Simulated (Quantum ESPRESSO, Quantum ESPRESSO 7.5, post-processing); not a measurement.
# Ti(0001), 5 layers against a metal electrode, stepped through the charge of the slab

Aim: how the results for Ti(0001), 5 layers against a metal electrode change with the charge of the slab.

Program: Quantum ESPRESSO 7.5. Level of theory: plane-wave DFT, PBE, GBRV ultrasoft pseudopotentials. Results are calculated unless marked as measured.

Most raw output is cut from this account.

### 1. Set-up

Symmetry: P6_3/mmc, No. 194, hexagonal system. The conventional cell has a = 2.950 Å, b = 2.950 Å, c = 4.685 Å, α = 90.00°, β = 90.00°, γ = 120.00°. Nearest to Ti lie 12 Ti at 2.90 to 2.95 Å.

As a file:

```cif
data_structure
_symmetry_space_group_name_H-M 'P6_3/mmc'
_symmetry_Int_Tables_number 194
_cell_length_a 2.9500
_cell_length_b 2.9500
_cell_length_c 4.6846
_cell_angle_alpha 90.000
_cell_angle_beta 90.000
_cell_angle_gamma 120.000
_cell_volume 35.31
loop_
_atom_site_label
_atom_site_type_symbol
_atom_site_symmetry_multiplicity
_atom_site_Wyckoff_symbol
_atom_site_fract_x
_atom_site_fract_y
_atom_site_fract_z
_atom_site_occupancy
Ti1 Ti 2 c 0.33333 0.66667 0.25000 1
```

Set-up: The slab is relaxed neutral, then held. ESM with bc3: vacuum below and a metal electrode about 6 Å above the top atoms. Cold smearing of 0.02 Ry. Charges are set per cell from the starting area. The slabs take the lattice constants of the bulk relaxed by the same program.

Members 2, 3, 4.5, 6, 7 and 8 took the same steps and show in the table alone.

### 2. Variable-cell relaxation of the reference

The bulk crystal is relaxed in cell and atoms; the members are built on its lattice constants.

The input, ref.vc.in:

```
&control
  prefix = 'ref.vc'
  outdir = './out'
  pseudo_dir = './pseudo'
  nstep = 40
  forc_conv_thr = 0.0003
  calculation = 'vc-relax'
/
&system
  ibrav = 0
  nat = 2
  ntyp = 1
  ecutwfc = 50
  ecutrho = 250
  occupations = 'smearing'
  smearing = 'mv'
  degauss = 0.02
/
&electrons
  conv_thr = 1e-09
  mixing_beta = 0.4
  electron_maxstep = 120
/
&ions
/
&cell
  press_conv_thr = 0.3
/
ATOMIC_SPECIES
  Ti  47.8670  ti_pbe_v1.4.uspp.F.UPF
CELL_PARAMETERS angstrom
  2.95000000000000 0.00000000000000 0.00000000000000
  -1.47500000000000 2.55477494116409 0.00000000000000
  0.00000000000000 0.00000000000000 4.68460000000000
ATOMIC_POSITIONS crystal
  Ti  0.333333333333 0.666666666667 0.250000000000
  Ti  0.666666666667 0.333333333333 0.750000000000
K_POINTS automatic
  16 16 9 0 0 0
```

Started as:

```sh
OMP_NUM_THREADS=1 mpirun -n 4 pw.x -nk 4 -in ref.vc.in > ref.vc.out
```

Elapsed: 54 s, on 4 MPI ranks of Intel Xeon Platinum 8488C (Sapphire Rapids), shared host; peak memory 0.34 GiB.

The steps of the relaxation:

| step | energy less that of the first step (eV) | largest force (eV/Å) | volume (Å³) |
| --- | --- | --- | --- |
| 1 | 0.0000 | 0.0000 | 35.31 |
| 2 | -0.0025 | 0.0000 | 35.00 |
| 3 | -0.0032 | 0.0000 | 34.75 |
| 4 | -0.0032 | 0.0000 | 34.75 |
| 5 | -0.0032 | 0.0000 | 34.75 |
| 6 | -0.0032 | 0.0000 | 34.75 |
| 7 | -0.0032 | 0.0000 | 34.75 |

| conventional cell, symmetrised | before | after | change |
| --- | --- | --- | --- |
| a (Å) | 2.950 | 2.939 | -0.4 % |
| b (Å) | 2.950 | 2.939 | -0.4 % |
| c (Å) | 4.685 | 4.646 | -0.8 % |
| volume (Å³/atom) | 17.65 | 17.38 | -1.6 % |

The relaxed structure:

```
Ti
1.0
     2.93894    0.00000    0.00000
    -1.46947    2.54520    0.00000
     0.00000    0.00000    4.64602
Ti
2
Cartesian
  0.0000 1.6968 1.1615
  1.4695 0.8484 3.4845
```

 The last row is no step: it is a fresh SCF in the final cell with a new plane-wave basis, +0 meV from the row before.

This step gave:

* free energy: -3244.9775 eV
* Fermi energy: 13.38 eV

### 3. Relaxation with pw.x of the reference

What the set-up leaves free in this member is relaxed.

System of this step: Ti(0001), 5 layers. The cell holds 5 atoms: 5 Ti. Its edges and angles: a = 2.939 Å, b = 2.939 Å, c = 24.169 Å, α = 90.0°, β = 90.0°, γ = 60.0°. It derives from Ti. Vacuum lies along c.

The input, ref.relax.in:

```
&control
  prefix = 'ref.relax'
  outdir = './out'
  pseudo_dir = './pseudo'
  nstep = 40
  forc_conv_thr = 0.001
  calculation = 'relax'
/
&system
  ibrav = 0
  nat = 5
  ntyp = 1
  ecutwfc = 40
  ecutrho = 200
  occupations = 'smearing'
  smearing = 'mv'
  degauss = 0.02
/
&electrons
  conv_thr = 1e-08
  mixing_beta = 0.4
  electron_maxstep = 120
  mixing_mode = 'local-TF'
/
&ions
/
ATOMIC_SPECIES
  Ti  47.8670  ti_pbe_v1.4.uspp.F.UPF
CELL_PARAMETERS angstrom
  2.93894489800000 0.00000000000000 0.00000000000000
  1.46947244900000 2.54520094199067 0.00000000000000
  0.00000000000000 0.00000000000000 24.16851833750476
ATOMIC_POSITIONS crystal
  Ti  0.000000000000 0.000000000000 0.307765540108
  Ti  0.666666666700 0.666666666700 0.403882770054
  Ti  0.000000000000 0.000000000000 0.500000000000 0 0 0
  Ti  0.666666666700 0.666666666700 0.596117229946
  Ti  0.000000000000 0.000000000000 0.692234459892
K_POINTS automatic
  12 12 1 0 0 0
```

Started as:

```sh
OMP_NUM_THREADS=1 mpirun -n 4 pw.x -nk 4 -in ref.relax.in > ref.relax.out
```

Wall time 5.7 min (4 MPI ranks); peak memory 0.53 GiB.

Step by step:

| step | energy less that of the first step (eV) | largest force (eV/Å) |
| --- | --- | --- |
| 1 | 0.0000 | 0.5982 |
| 2 | -0.0245 | 0.5178 |
| 3 | -0.0480 | 0.4220 |
| 4 | -0.0751 | 0.2814 |
| 5 | -0.0927 | 0.0513 |
| 6 | -0.0928 | 0.0428 |
| 7 | -0.0931 | 0.0480 |
| 8 | -0.0934 | 0.0508 |
| 9 | -0.0940 | 0.0495 |
| 10 | -0.0946 | 0.0412 |
| 11 | -0.0952 | 0.0202 |

The atoms that moved most (Å):

| atom | dx | dy | dz | length |
| --- | --- | --- | --- | --- |
| Ti5 | 0.000 | 0.000 | -0.105 | 0.105 |
| Ti1 | 0.000 | 0.000 | 0.105 | 0.105 |
| Ti2 | 0.000 | 0.000 | -0.056 | 0.056 |
| Ti4 | 0.000 | 0.000 | 0.056 | 0.056 |

The relaxed structure:

```xyz
5
Lattice="2.9389 0.0000 0.0000 1.4695 2.5452 0.0000 0.0000 0.0000 24.1685" Properties=species:S:1:pos:R:3
Ti    0.0000    0.0000    7.5428
Ti    2.9389    1.6968    9.7056
Ti    0.0000    0.0000   12.0843
Ti    2.9389    1.6968   14.4629
Ti    0.0000    0.0000   16.6258
```

The relaxation lowers the energy by 19 meV an atom. On the free atoms the largest force ends at 0.020 eV/Å.

Read from the output:

| Property | Result |
| --- | --- |
| free energy | -8110.6082 eV |
| Fermi energy | 4.263 eV |

### 4. Ground state, 0 ×10¹³ e/cm²

A run under open boundaries on these atoms gives the vacuum levels.

The input, m2.esm.in:

```
&control
  prefix = 'm2.esm'
  outdir = './out'
  pseudo_dir = './pseudo'
  calculation = 'scf'
  tprnfor = .true.
/
&system
  ibrav = 0
  nat = 5
  ntyp = 1
  ecutwfc = 40
  ecutrho = 200
  occupations = 'smearing'
  smearing = 'mv'
  degauss = 0.02
  assume_isolated = 'esm'
  esm_bc = 'bc3'
  tot_charge = 0.0
/
&electrons
  conv_thr = 1e-08
  mixing_beta = 0.25
  electron_maxstep = 160
  mixing_mode = 'local-TF'
  mixing_ndim = 12
/
ATOMIC_SPECIES
  Ti  47.8670  ti_pbe_v1.4.uspp.F.UPF
CELL_PARAMETERS angstrom
  2.93894489800000 0.00000000000000 0.00000000000000
  1.46947244900000 2.54520094199067 0.00000000000000
  0.00000000000000 0.00000000000000 24.16851833750476
ATOMIC_POSITIONS crystal
  Ti  0.000000000000 0.000000000000 -0.125845472496
  Ti  0.666666666700 0.666666666700 -0.036355966996
  Ti  0.000000000000 0.000000000000 0.062064210104
  Ti  0.666666666700 0.666666666700 0.160484387204
  Ti  0.000000000000 0.000000000000 0.249973892704
K_POINTS automatic
  12 12 1 0 0 0
```

Started as:

```sh
OMP_NUM_THREADS=1 mpirun -n 4 pw.x -nk 4 -in m2.esm.in > m2.esm.out
```

The job ended after 73 s (4 MPI ranks; peak memory 0.55 GiB).

Numbers from this step:

* Fermi energy: -4.437 eV
* vacuum line at the lower end of the cell, over the Fermi level: 4.434 eV
* slope of the potential above: 8.48e-4 eV/Å
* vacuum line at the upper end of the cell, over the Fermi level: 4.437 eV

The potential energy, planar mean oscillates, so the rows of the table below give means over windows of 2.35 Å about each position, cut where the curve ends. Its maxima inside the range that stand out by 2 % of the span (Å: eV): -2.0: -1.46, 0.3: -0.248, 2.7: -0.238, 4.9: -1.42. Its minima: -3.0: -19.7, -0.9: -19.5, 1.4: -19.3, 3.9: -19.4, 6.0: -19.7.

Electrostatic potential energy of an electron; zero at the Fermi level. Potential energy, planar mean against z; means over each step:

| z (Å) | potential energy, planar mean (eV) |
| --- | --- |
| -10.90 | 4.43 |
| -8.55 | 4.43 |
| -6.21 | 4.29 |
| -3.86 | -6.27 |
| -1.51 | -9.73 |
| 0.84 | -8.58 |
| 3.19 | -8.61 |
| 5.54 | -9.60 |
| 7.89 | 2.32 |
| 10.24 | 4.42 |

Inside the slab this potential holds the local part of the pseudopotentials, which can be repulsive at the nuclei; only its value in the vacuum has a meaning of its own.

### 5. Ground state, 1 ×10¹³ e/cm²

m3.esm.in is the input of step 4 with these lines changed:

```diff
@@ -1,3 +1,3 @@
 &control
-  prefix = 'm2.esm'
+  prefix = 'm3.esm'
   outdir = './out'
@@ -18,3 +18,3 @@
   esm_bc = 'bc3'
-  tot_charge = 0.0
+  tot_charge = 0.00754
 /
@@ -26,2 +26,3 @@
   mixing_ndim = 12
+  startingpot = 'file'
 /
```

Started as:

```sh
cp -r out/m2.esm.save out/m3.esm.save
OMP_NUM_THREADS=1 mpirun -n 4 pw.x -nk 4 -in m3.esm.in > m3.esm.out
```

The job ended after 1.8 min (4 MPI ranks; peak memory 0.46 GiB; 7 min of CPU time).

Read from the output:

- Fermi energy: -5.126 eV
- vacuum line at the lower end of the cell, over the Fermi level: 4.436 eV
- slope of the potential above: 0.1837 eV/Å
- vacuum line at the upper end of the cell, over the Fermi level: 5.127 eV

Inside the slab this potential holds the local part of the pseudopotentials, which can be repulsive at the nuclei; only its value in the vacuum has a meaning of its own.

### 6. Ground state, -1.5 ×10¹³ e/cm²

m1.esm.in is the input of step 5 with these lines changed:

```diff
@@ -1,3 +1,3 @@
 &control
-  prefix = 'm3.esm'
+  prefix = 'm1.esm'
   outdir = './out'
@@ -18,3 +18,3 @@
   esm_bc = 'bc3'
-  tot_charge = 0.00754
+  tot_charge = -0.0113
 /
```

Started as:

```sh
cp -r out/m2.esm.save out/m1.esm.save
OMP_NUM_THREADS=1 mpirun -n 4 pw.x -nk 4 -in m1.esm.in > m1.esm.out
```

It took 2 min on 4 MPI ranks; peak memory 0.57 GiB.

This step gave:

- Fermi energy: -3.429 eV
- vacuum line at the lower end of the cell, over the Fermi level: 4.444 eV
- slope of the potential above: -0.2729 eV/Å
- vacuum line at the upper end of the cell, over the Fermi level: 3.429 eV

Inside the slab this potential holds the local part of the pseudopotentials, which can be repulsive at the nuclei; only its value in the vacuum has a meaning of its own.

### 7. Ground state, -3 ×10¹³ e/cm²

m0.esm.in is the input of step 6 with these lines changed:

```diff
@@ -1,3 +1,3 @@
 &control
-  prefix = 'm1.esm'
+  prefix = 'm0.esm'
   outdir = './out'
@@ -18,3 +18,3 @@
   esm_bc = 'bc3'
-  tot_charge = -0.0113
+  tot_charge = -0.02261
 /
```

Started as:

```sh
cp -r out/m1.esm.save out/m0.esm.save
OMP_NUM_THREADS=1 mpirun -n 4 pw.x -nk 4 -in m0.esm.in > m0.esm.out
```

It took 1.7 min on 4 MPI ranks; peak memory 0.47 GiB; 6.8 min of CPU time.

This step gave:

| Property | Result |
| --- | --- |
| Fermi energy | -2.455 eV |
| vacuum line at the lower end of the cell, over the Fermi level | 4.448 eV |
| slope of the potential above | -0.5464 eV/Å |
| vacuum line at the upper end of the cell, over the Fermi level | 2.454 eV |

Inside the slab this potential holds the local part of the pseudopotentials, which can be repulsive at the nuclei; only its value in the vacuum has a meaning of its own.

### 8. The series side by side

The series in one table:

| the charge of the slab (positive: electrons removed) | electrode's level over the Fermi level (eV) | far face's level over the Fermi level (eV) | field in the gap (eV/Å) |
| --- | --- | --- | --- |
| -3 ×10¹³ e/cm² | 2.454 | 4.448 | -0.5464 |
| -1.5 ×10¹³ e/cm² | 3.429 | 4.444 | -0.2729 |
| 0 ×10¹³ e/cm² | 4.437 | 4.434 | 0.0008477 |
| 1 ×10¹³ e/cm² | 5.127 | 4.436 | 0.1837 |
| 2 ×10¹³ e/cm² | 5.825 | 4.437 | 0.3664 |
| 3 ×10¹³ e/cm² | 6.534 | 4.44 | 0.5494 |
| 4.5 ×10¹³ e/cm² | 7.616 | 4.441 | 0.8237 |
| 6 ×10¹³ e/cm² | 8.717 | 4.436 | 1.098 |
| 7 ×10¹³ e/cm² | 9.461 | 4.442 | 1.281 |
| 8 ×10¹³ e/cm² | 10.21 | 4.431 | 1.464 |

### 9. A check by hand

Last interval: C = Δσ/ΔV = 0.00101 e/Å² / 0.751 V × 1602 = 2.15 µF/cm².

### 10. Summary of results

| Property | Result |
| --- | --- |
| mean capacitance at positive charge | 2.24 μF/cm² |
| effective gap ε₀/C | 3.95 Å |
| top atoms to electrode | 6.04 Å |

What this shows: The series holds 10 members; mean capacitance at positive charge: 2.24 μF/cm²; effective gap ε₀/C: 3.95 Å; top atoms to electrode: 6.04 Å (PBE, GBRV ultrasoft). Interval by interval C lies between 2.15 and 2.49 µF/cm². The far face's level moves by 0.02 eV over the series: the slab screens like a metal, and averaged over the positive charges the image plane lies 2.09 Å above the top atoms. Vacuum fills the gap; ions don't answer the charge; added electrons can spill towards the electrode at the most negative charges.

[Logs are printed without paths, hosts, clocks, repeated set-up lines and the standing remarks that a program may print on its own settings, such as how far it seeks lower states.]

[Hosts, paths, dates, database ids (printed as entryN), source tags and the programs' standing remarks are cut or masked in the printed files.]

[Maps of the electrostatic potential energy from Ansatz leave out the sawtooth potential of an applied field or a dipole correction, so their vacuum need not be flat; planar profiles and work functions include it.]
